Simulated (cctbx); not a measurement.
# BiOs: precision against data quality

Space group Pnma (no. 62), a = 7.3640 Å, b = 4.4060 Å, c = 5.7190 Å, α = 90.00°, β = 90.00°, γ = 90.00°.

| atom | mult. | x | y | z | Ueq (Å²) |
| --- | --- | --- | --- | --- | --- |
| Bi1 | 4 | 0.8292 | 3/4 | 0.8618 | 0.0153 |
| Os1 | 4 | 0.9636 | 3/4 | 0.3837 | 0.0143 |

The model is made up (kin elements in a known structure type, no relaxation), so it says nothing on whether the phase exists.

Five simulated data sets (cctbx; Ag Kα, λ = 0.56087 Å; 1.5 % proportional error) differ in resolution or exposure (noise floor 2 counts in the first three, 8 in the last two). Each is refined with the right model, isotropic at 1.1 Å and anisotropic otherwise. How do the figures of merit and the uncertainties move?

```
d min (Å)  top counts  ⟨I/σ⟩ (unmerged, absences included)  unique  param. (scale apart)   Rint      R1  GooF  largest s.u. xyz (fractional)  s.u. U of Os1 (Å²)  largest error (Å)
      1.1       40000                                 27.8      85                     6  0.014  0.0061  1.00                        0.00006              0.0002             0.0002
     0.84       40000                                 25.4     189                    12  0.016  0.0067  0.97                        0.00004              0.0001             0.0004
      0.6       40000                                 19.1     492                    12  0.020  0.0094  0.99                        0.00002              0.0001             0.0002
     0.75         300                                  1.3     257                    12  0.348  0.0871  0.94                        0.00099              0.0025             0.0046
     0.75        3000                                  6.6     257                    12  0.063  0.0261  0.94                        0.00016              0.0004             0.0006
```

The number of reflections grows roughly as 1/d³: 85, 189 and 492 here. R1 follows the noise rather than the truth: at 300 counts it is 0.0871, at 3000 counts 0.0261, while GooF is 0.94 and 0.94: the weights 1/σ² carry the noise. The s.u. of U (U11 where anisotropic) for Os1 goes 0.0002, 0.0001, 0.0001 Å² with resolution and 0.0025, 0.0004 Å² with exposure.

Hardware for the 0.6 Å refinement: 0.36 s on 1 thread of Arm Neoverse V2, with other jobs on the host, peak memory 0.09 GiB.

[Logs are printed without paths, hosts, clocks, repeated set-up lines and the standing remarks that a program may print on its own settings, such as how far it seeks lower states.]
